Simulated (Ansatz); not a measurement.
## CsPdCl3 (cubic perovskite) (Pm-3m): how robust is the cRPA U?

What does U in CsPdCl3 (cubic perovskite) (Pm-3m) depend on besides the window?

Calculated with Ansatz 0.2.0; constrained RPA on LDA, plane waves, PAW.

The structure was built from a prototype and need not be the compound's stable phase.

## Step 1: The structure

Symmetry: Pm-3m, No. 221, cubic system. Conventional cell: a = 4.872 Å, b = 4.872 Å, c = 4.872 Å, α = 90.00°, β = 90.00°, γ = 90.00°. Nearest to Cs lie 12 Cl at 3.44 Å. Pd has 6 Cl at 2.44 Å nearest. Cl has 2 Pd at 2.44 Å and 4 Cs at 3.44 Å nearest. Farther neighbours and most contacts between anions are not listed.

The structure was relaxed with LDA. The structure type comes from a generator and need not be one that this composition takes. The structure was generated from a model, not taken from a measurement. The runs that relaxed it are not among those shown. The program's search for lower electronic states was switched off, so nothing shows that the state found is the lowest. Spin-orbit coupling is left out unless a step names it. The default PAW set here is soft_2. Its files were made with PBE.

## Step 2: Base: Pd d + anion p, bands v13 to c1, 4×4×4 mesh, medium accuracy

Constrained RPA screens the interaction with every transition except those inside the target bands, which a later many-body model would treat itself.

input.yaml

```yaml
crystal:
  lattice:
    - [0.0, -4.87164411, 0.0]
    - [0.0, 0.0, 4.87164411]
    - [-4.87164411, 0.0, 0.0]
  atoms:
    - { symbol: Cs, position: [0.0, 0.0, 0.0] }
    - { symbol: Pd, position: [0.5, 0.5, 0.5] }
    - { symbol: Cl, position: [0.5, 0.5, 0.0] }
    - { symbol: Cl, position: [0.5, 0.0, 0.5] }
    - { symbol: Cl, position: [0.0, 0.5, 0.5] }
kpoints:
  mp_grid: { grid: [6, 6, 6] }
hamiltonian:
  xc: lda
scf:
  occupations: { method: gaussian, width: 0.08 }
  n_extra_bands: 19
  max_iter: 150
  lower_state_search: "off"
output:
  crpa:
    kmesh: [4, 4, 4]
    target_bands: [v13, c1]
    projections: [{ species: Pd, l: d, shell: 4 }, { species: Cl, l: p, shell: 3 }]
  local_orbitals:
    kmesh: [8, 8, 8]
    orbitals: [{ species: Pd, l: d, shell: 4 }, { species: Cl, l: p, shell: 3 }]
    window: { bands: [v13, c1] }
    seedname: lo
```

The run is started by

```
ansatz run input.yaml --threads 4 --pin off --max-ram 9216MiB --backend cpu --events-out ev --progress --plain --runs-dir out
```

Numbers of over 12 decimals in the logs are rounded to 6 here.

Log:

```text
scf.n_extra_bands = 19 over 24 filled bands (N_el = 48.0): the run solves 43 bands
Engine: ansatz 0.2.0, x86_64-unknown-linux-gnu
Pseudopotentials: kind: paw
Pseudopotential: Cs, paw, valence charge 9, recommended cutoff 420 eV (normal), Cs.paw.azcp
Pseudopotential: Pd, paw, valence charge 18, recommended cutoff 420 eV (normal), Pd.paw.azcp
Pseudopotential: Cl, paw, valence charge 7, recommended cutoff 420 eV (normal), Cl.paw.azcp
Functional definition: SPW92
  exchange = slater_x
  correlation = pw_c
Crystal: 5 atoms, lattice volume = 115.618 Å³
Basis set: ecut = 420 eV, 2301 PW (Γ)
Bands: 43, of which v1, the nominal top of the filled ones, is band 24 counted from 1 (23 counted from 0)
Symmetry: 48 space group operations
Space group: Pm-3m (ITA 221), of the structure as read, at distance tolerance 4.9e-5 Å
k-points: 20 of 216
Non-local potential: Cs, projectors of the file, l = 0: 3, l = 1: 2, l = 2: 2, l = 3: 2
Non-local potential: Pd, projectors of the file, l = 0: 2, l = 1: 2, l = 2: 2, l = 3: 1
Non-local potential: Cl, projectors of the file, l = 0: 2, l = 1: 2, l = 2: 2
PAW form: soft (Blöchl's): semilocal exchange-correlation on the pseudo side does not see the compensation charge
PAW frozen core: Cs, regenerated for the run's functional, and the local potential with it (the file was generated under x = pbe(κ = 0.804, μ = 0.219515), c = pbe(β = 0.066725))
PAW frozen core: Pd, regenerated for the run's functional, and the local potential with it (the file was generated under x = pbe(κ = 0.804, μ = 0.219515), c = pbe(β = 0.066725))
PAW frozen core: Cl, regenerated for the run's functional, and the local potential with it (the file was generated under x = pbe(κ = 0.804, μ = 0.219515), c = pbe(β = 0.066725))
PAW one-centre angular grid: Cs, 194 points (default); XC on 64 Gauss nodes
PAW one-centre angular grid: Pd, 590 points (default); XC on 64 Gauss nodes
PAW one-centre angular grid: Cl, 110 points (default); XC on 64 Gauss nodes
Initial density: superposition of atomic densities (neutral atoms: chi_scale 0, normalization atom), corrected by the library's trained network
Initial wavefunctions: pseudopotential atomic-orbital guess
Functional: x = slater, c = lda
SCF iter   1: F=—  HF=-15487.568848 eV  |F-HF|=—  |Δ(HF+E_count)|=         —  Δρ=7.61e-3  dr2=6.06e-2  ethr=1.77e-3  ⟨swp⟩=6.0  Hψ=4017  notcnv=0  defer=139
preconditioner: auto → LDOS  [insulator: Δε(μ)=0.401 eV  Ē_g=15.157 eV  σ=0.080 eV  W_gap=0.80  n_scr=26 (ndim 8)  ℏωp=21.8 eV  f_vac=0.016  D(μ)=2.24/eV (n_scr^D=18)  ε∞_Penn≈3.1  β→1.0]
SCF iter   2: F=—  HF=-15487.557843 eV  |F-HF|=—  |Δ(HF+E_count)|=   1.10e-2  Δρ=4.13e-3  dr2=1.80e-2  ethr=1.26e-4  ⟨swp⟩=2.0  Hψ=1611  notcnv=0  defer=249
[...]
Fermi energy:    6.637285 eV
--- Per-component energies (eV) ---
  E_band       = -382.315342
  E_kinetic    = 1140.843331
  E_local      = -4247.931384  (includes V_loc(G=0)·N_el)
  E_nonlocal   = 348.342379
  E_hartree    = 1714.657194
  E_xc         = -658.913057
  E_vxc        = -703.195416  (∫ρ·V_xc dr)
  E_paw        = -10401.672491  (= ΣΔE_a)
  E_vpaw       = -349.686986  (= ΣTr[D̂ρ^β])
  E_aug_tail   = 0.000497  (compensation charges beyond the density's cutoff)
  E_ewald      = -3384.392607
  E_core_change = 1.522765  (= ΣΔE_core)
  E_smearing   = -0.007177  (= −TS)
  E_closure    = 0.000000  (closes the sum)
  Σ components = -15487.550549   (vs F -15487.550549, Δ=0.00e0)
--- Band table (eV; the first three rows and the last of 20) ---
  k-point 0: bands = [... 20 lower, 4.8653, 4.8653, 5.1530, 5.1530, 5.1530, 10.3272, 11.4942, 11.4942, ... 15 higher]
  k-point 1: bands = [... 20 lower, 4.7810, 4.8667, 5.3405, 5.3405, 5.8035, 10.8485, 11.8275, 11.8601, ... 15 higher]
  k-point 2: bands = [... 20 lower, 4.7266, 4.8687, 5.7577, 5.7577, 6.3989, 12.2428, 12.7118, 12.7167, ... 15 higher]
  k-point 19: bands = [... 20 lower, 6.1494, 6.1494, 6.1494, 8.9952, 8.9952, 12.2141, 12.2141, 12.2141, ... 15 higher]
--- cRPA (band scheme, projected local orbitals): target bands 12..25 (1-based), 14 Wannier function(s), 4×4×4 mesh, 50 bands' worth read of 55 solved, ecut_chi 136.0 eV, v(q+G=0) probe_charge, pair densities all_electron ---
  bands read: the sum over 50 bands ends inside a degenerate multiplet in 10 slots, whose members it reads at an even weight; the widest, k=42: bands 49 to 51 (counted from 1) at 2/3 each
  χ-basis size per q: N_G = 388..437
  window electrons = 26.0000, filled by tetrahedron_uncorrected; constrained ε̄⁻¹(q = 0, 0) head = 0.323038; min gauge Gram eig = 0.7558
  Kanamori averages over each shell's own Wannier functions (sites counted from 0, functions from 1):
  Each shell's averages of U are screened by what lies outside the whole window alone: parameters of one model of all the shells.
    Site 1, 4D, 5 of 5 d orbitals (Wannier functions 1, 2, 3, 4, 5; wannier90's mr 1, 2, 3, 4, 5):
      screened: U = 6.3946 eV, U' = 5.3728 eV, J = 0.5064 eV
      screened, to within: U = 7.3e-3 eV, U' = 7.3e-3 eV, J = 7.1e-4 eV
      bare: V = 17.4631 eV, V' = 16.1300 eV, J = 0.6594 eV
    Site 2, 3P, 3 of 3 p orbitals (Wannier functions 6, 7, 8; wannier90's mr 1, 2, 3):
      screened: U = 5.3942 eV, U' = 4.4315 eV, J = 0.4679 eV
      screened, to within: U = 5.6e-3 eV, U' = 5.6e-3 eV, J = 6.1e-4 eV
      bare: V = 13.1031 eV, V' = 11.6898 eV, J = 0.6871 eV
    Site 3, 3P, 3 of 3 p orbitals (Wannier functions 9, 10, 11; wannier90's mr 1, 2, 3):
      screened: U = 5.3942 eV, U' = 4.4315 eV, J = 0.4679 eV
      screened, to within: U = 5.6e-3 eV, U' = 5.6e-3 eV, J = 6.1e-4 eV
      bare: V = 13.1031 eV, V' = 11.6898 eV, J = 0.6871 eV
    Site 4, 3P, 3 of 3 p orbitals (Wannier functions 12, 13, 14; wannier90's mr 1, 2, 3):
      screened: U = 5.3942 eV, U' = 4.4315 eV, J = 0.4679 eV
      screened, to within: U = 5.6e-3 eV, U' = 5.6e-3 eV, J = 6.1e-4 eV
      bare: V = 13.1031 eV, V' = 11.6898 eV, J = 0.6871 eV
  Hermiticity witness max|P − P†| over intra, direct and exchange elements: 1.60e-14 eV (screened), 3.55e-15 eV (bare)
  Reality witness max|Im| over intra, direct and exchange elements: 7.39e-11 eV (screened), 2.70e-12 eV (bare)
[key lines of the parts left out:]
SCF converged after 6 iterations
Free energy (F): -15487.550549 eV
```

The job ended after 14 min (4 threads of AMD EPYC 7R43, shared host; peak memory 1.1 GiB; 47 min of CPU time).

Numbers from this step:

| Item | Value |
| --- | --- |
| U | 6.395 eV |
| U prime (inter-orbital) | 5.373 eV |
| J | 0.5064 eV |
| bare V | 17.46 eV |
| bare J | 0.6594 eV |
| stated bound on U | 0.007215 eV |
| U over bare V | 0.3662 |
| electrons in the window | 26 |
| head of the constrained inverse dielectric matrix | 0.3230 |
| least eigenvalue of the projection's overlap | 0.7558 |
| target functions | 14 |
| bands in the sums | 50 |
| r.m.s. miss of the model bands | 9.75e-5 eV |
| width of the target bands | 8.665 eV |
| weight of the projected orbitals in the window | 0.9484 |

On the Pd d shell, screening brings the on-site interaction from 17.5 eV down to U = 6.39 eV.

## Step 3: Changed: 2×2×2 mesh

input.yaml, the sections that differ from step 2:

```yaml
output:
  crpa:
    kmesh: [2, 2, 2]
    target_bands: [v13, c1]
    projections: [{ species: Pd, l: d, shell: 4 }, { species: Cl, l: p, shell: 3 }]
# crystal, kpoints, hamiltonian, scf: as in step 2
```

Log:

```text
[...]
Crystal: 5 atoms, lattice volume = 115.618 Å³
Basis set: ecut = 420 eV, 2301 PW (Γ)
Bands: 43, of which v1, the nominal top of the filled ones, is band 24 counted from 1 (23 counted from 0)
Symmetry: 48 space group operations
[...]
k-points: 20 of 216
[...]
SCF iter   1: F=—  HF=-15487.568848 eV  |F-HF|=—  |Δ(HF+E_count)|=         —  Δρ=7.61e-3  dr2=6.06e-2  ethr=1.77e-3  ⟨swp⟩=6.0  Hψ=4017  notcnv=0  defer=139
[...]
SCF iter   6: F=-15487.550549 eV  HF=-15487.550549 eV  |F-HF|=3.22e-8  |Δ(HF+E_count)|=   8.97e-7  Δρ=6.67e-6  dr2=7.40e-8  ethr=2.08e-10  ⟨swp⟩=10.2  Hψ=4769  notcnv=0
SCF 1 converged in 6 iterations: F = -15487.550549 eV  dr2 = 7.40e-8
[...]
NSCF: frozen V_eff on 4 k-points
[...]
cRPA screening: q 1/8
cRPA screening: q 2/8
cRPA screening: q 5/8 (q-point 4)
cRPA screening: q 8/8
SCF converged after 6 iterations
Free energy (F): -15487.550549 eV
[...]
χ-basis size per q: N_G = 388..437
[...]
screened: U = 6.5126 eV, U' = 5.4864 eV, J = 0.5085 eV
      screened, to within: U = 9.6e-3 eV, U' = 9.6e-3 eV, J = 7.6e-4 eV
      bare: V = 17.5597 eV, V' = 16.2228 eV, J = 0.6614 eV
    Site 2, 3P, 3 of 3 p orbitals (Wannier functions 6, 7, 8; wannier90's mr 1, 2, 3):
      screened: U = 5.4425 eV, U' = 4.4691 eV, J = 0.4720 eV
      screened, to within: U = 6.4e-3 eV, U' = 6.4e-3 eV, J = 6.8e-4 eV
      bare: V = 13.2933 eV, V' = 11.8676 eV, J = 0.6915 eV
    Site 3, 3P, 3 of 3 p orbitals (Wannier functions 9, 10, 11; wannier90's mr 1, 2, 3):
      screened: U = 5.4425 eV, U' = 4.4691 eV, J = 0.4720 eV
      screened, to within: U = 6.4e-3 eV, U' = 6.4e-3 eV, J = 6.8e-4 eV
      bare: V = 13.2933 eV, V' = 11.8676 eV, J = 0.6915 eV
    Site 4, 3P, 3 of 3 p orbitals (Wannier functions 12, 13, 14; wannier90's mr 1, 2, 3):
      screened: U = 5.4425 eV, U' = 4.4691 eV, J = 0.4720 eV
      screened, to within: U = 6.4e-3 eV, U' = 6.4e-3 eV, J = 6.8e-4 eV
      bare: V = 13.2933 eV, V' = 11.8676 eV, J = 0.6915 eV
[...]
[key lines of the parts left out:]
Fermi energy:    6.637285 eV
```

The job ended after 70 s (4 threads; peak memory 0.88 GiB; 4.1 min of CPU time).

This step gave:

```yaml
u: 6.513 eV
u_prime_inter_orbital: 5.486 eV
j: 0.5085 eV
bare_v: 17.56 eV
bare_j: 0.6614 eV
stated_bound_on_u: 0.009576 eV
u_over_bare_v: 0.3709
electrons_in_the_window: 26.00
head_of_the_constrained_inverse_dielectric_matrix: 0.3098
least_eigenvalue_of_the_projection_s_overlap: 0.7558
target_functions: 14
bands_in_the_sums: 50
width_of_the_target_bands: 8.665 eV
weight_of_the_projected_orbitals_in_the_window: 0.9484
```

On the Pd d shell, screening brings the on-site interaction from 17.6 eV down to U = 6.51 eV.

## Step 4: Changed: smooth pair densities

Edit input.yaml of step 3 so:

```diff
@@ -22,4 +22,5 @@
   crpa:
-    kmesh: [2, 2, 2]
+    kmesh: [4, 4, 4]
     target_bands: [v13, c1]
     projections: [{ species: Pd, l: d, shell: 4 }, { species: Cl, l: p, shell: 3 }]
+    pair_densities: pseudo
```

Log:

```text
[...]
Crystal: 5 atoms, lattice volume = 115.618 Å³
Basis set: ecut = 420 eV, 2301 PW (Γ)
Bands: 43, of which v1, the nominal top of the filled ones, is band 24 counted from 1 (23 counted from 0)
Symmetry: 48 space group operations
[...]
k-points: 20 of 216
[...]
screened, sum over states alone: U = 5.9276 eV, U' = 4.7045 eV, J = 0.5931 eV
      bare: V = 13.1031 eV, V' = 11.6898 eV, J = 0.6871 eV
    Site 4, 3P, 3 of 3 p orbitals (Wannier functions 12, 13, 14; wannier90's mr 1, 2, 3):
      screened: U = 5.4030 eV, U' = 4.4318 eV, J = 0.4720 eV
      screened, to within: U = 1.8e-3 eV, U' = 1.8e-3 eV, J = 1.5e-4 eV
      screened, sum over states alone: U = 5.9276 eV, U' = 4.7045 eV, J = 0.5931 eV
      bare: V = 13.1031 eV, V' = 11.6898 eV, J = 0.6871 eV
[...]
[key lines of the parts left out:]
SCF converged after 6 iterations
Free energy (F): -15487.550549 eV
Fermi energy:    6.637285 eV
```

Elapsed: 12 min, on 4 threads; peak memory 0.98 GiB.

This step gave:

* U: 6.427 eV
* U prime (inter-orbital): 5.368 eV
* J: 0.5251 eV
* bare V: 17.46 eV
* bare J: 0.6594 eV
* stated bound on U: 0.003460 eV
* U over bare V: 0.3680
* electrons in the window: 26
* head of the constrained inverse dielectric matrix: 0.3233
* least eigenvalue of the projection's overlap: 0.7558
* target functions: 14
* bands in the sums: 50
* width of the target bands: 8.665 eV
* weight of the projected orbitals in the window: 0.9484

On the Pd d shell, screening brings the on-site interaction from 17.5 eV down to U = 6.43 eV.

## Step 5: Changed: sums over states

Edit input.yaml of step 4 so:

```diff
@@ -25,2 +25,4 @@
     projections: [{ species: Pd, l: d, shell: 4 }, { species: Cl, l: p, shell: 3 }]
-    pair_densities: pseudo
+    accuracy: sum_over_states
+    n_empty_bands: 96
+    ecut_chi: 70
```

Log:

```text
[...]
Crystal: 5 atoms, lattice volume = 115.618 Å³
Basis set: ecut = 420 eV, 2301 PW (Γ)
Bands: 43, of which v1, the nominal top of the filled ones, is band 24 counted from 1 (23 counted from 0)
Symmetry: 48 space group operations
[...]
k-points: 20 of 216
[...]
screened: U = 5.4665 eV, U' = 4.4435 eV, J = 0.4969 eV
      bare: V = 13.1031 eV, V' = 11.6898 eV, J = 0.6871 eV
    Site 3, 3P, 3 of 3 p orbitals (Wannier functions 9, 10, 11; wannier90's mr 1, 2, 3):
      screened: U = 5.4665 eV, U' = 4.4435 eV, J = 0.4969 eV
      bare: V = 13.1031 eV, V' = 11.6898 eV, J = 0.6871 eV
    Site 4, 3P, 3 of 3 p orbitals (Wannier functions 12, 13, 14; wannier90's mr 1, 2, 3):
      screened: U = 5.4665 eV, U' = 4.4435 eV, J = 0.4969 eV
      bare: V = 13.1031 eV, V' = 11.6898 eV, J = 0.6871 eV
[...]
[key lines of the parts left out:]
SCF converged after 6 iterations
Free energy (F): -15487.550549 eV
Fermi energy:    6.637285 eV
```

The job ended after 62 s (4 threads; peak memory 1 GiB).

This variant gives U = 6.47 eV against 6.39 eV. It is a finite sum over empty states with no bound on its error and stays out of the table below.

## Step 6: Changed: spin-orbit coupling, which the program doesn't serve

This step: constrained RPA on LDA with spin-orbit coupling, plane waves, PAW.

Edit input.yaml of step 5 so:

```diff
@@ -20,2 +20,5 @@
   lower_state_search: "off"
+magnetization:
+  noncollinear: true
+  spin_orbit: true
 output:
@@ -25,4 +28 @@
     projections: [{ species: Pd, l: d, shell: 4 }, { species: Cl, l: p, shell: 3 }]
-    accuracy: sum_over_states
-    n_empty_bands: 96
-    ecut_chi: 70
```

Log:

```text
Error: output.crpa with magnetization.noncollinear: true — the cRPA pipeline runs scalar-band solve channels only (unpolarised or collinear) — spinor oscillator elements are not implemented; use a collinear or unpolarised deck, or drop the output.crpa: request
```

The job ended after 0.07 s (4 threads; peak memory 0.038 GiB).

The program refused the input before any cycle.

The program's message: “Error: output.crpa with magnetization.noncollinear: true — the cRPA pipeline runs scalar-band solve channels only (unpolarised or collinear) — spinor oscillator elements are not implemented; use a col …”

The fault put into this input: spin-orbit coupling, which the program doesn't serve.

## Step 7: Side by side

Times are wall times on 4 threads of AMD EPYC 7R43, shared host, good to a factor of about two.

| run | bare V (eV) | U (eV) | J (eV) | bound on U (eV) | width (eV) | time |
| --- | --- | --- | --- | --- | --- | --- |
| target window | 17.46 | 6.395 | 0.506 | 0.0072 | 8.66 | 14 min |
| 2×2×2 mesh | 17.56 | 6.513 | 0.509 | 0.0096 | 8.66 | 70 s |
| smooth pair densities | 17.46 | 6.427 | 0.525 | 0.0035 | 8.66 | 12 min |

## Step 8: Results

| Property | Result |
| --- | --- |
| target window | U 6.39 eV, J 0.51 eV |
| 2×2×2 mesh | U 6.51 eV, J 0.51 eV |
| smooth pair densities | U 6.43 eV, J 0.53 eV |

2×2×2 mesh moves U by +0.12 eV at 0.086 times the time. Smooth pair densities moves U by +0.03 eV. The printed bound covers the solver alone, not the mesh, and no denser mesh than the base was run. The parent state is non-magnetic and the interaction static (zero frequency); U depends on the window and the orbitals, so it belongs to this model alone. A window that holds the anion p bands defines a model with explicit ligands; its U belongs to that model and is not the U of DFT+U.

[Paths, hosts, dates, memory and timing lines, banners, echoed tables and standing remarks are left out of the program output.]

[Logs are printed without paths, hosts, clocks, repeated set-up lines and the standing remarks that a program may print on its own settings, such as how far it seeks lower states.]

[Runs of the session that timed out or met a known fault of the program may be left out.]

[Hosts, paths, dates, database ids (printed as entryN), source tags and the programs' standing remarks are cut or masked in the printed files.]
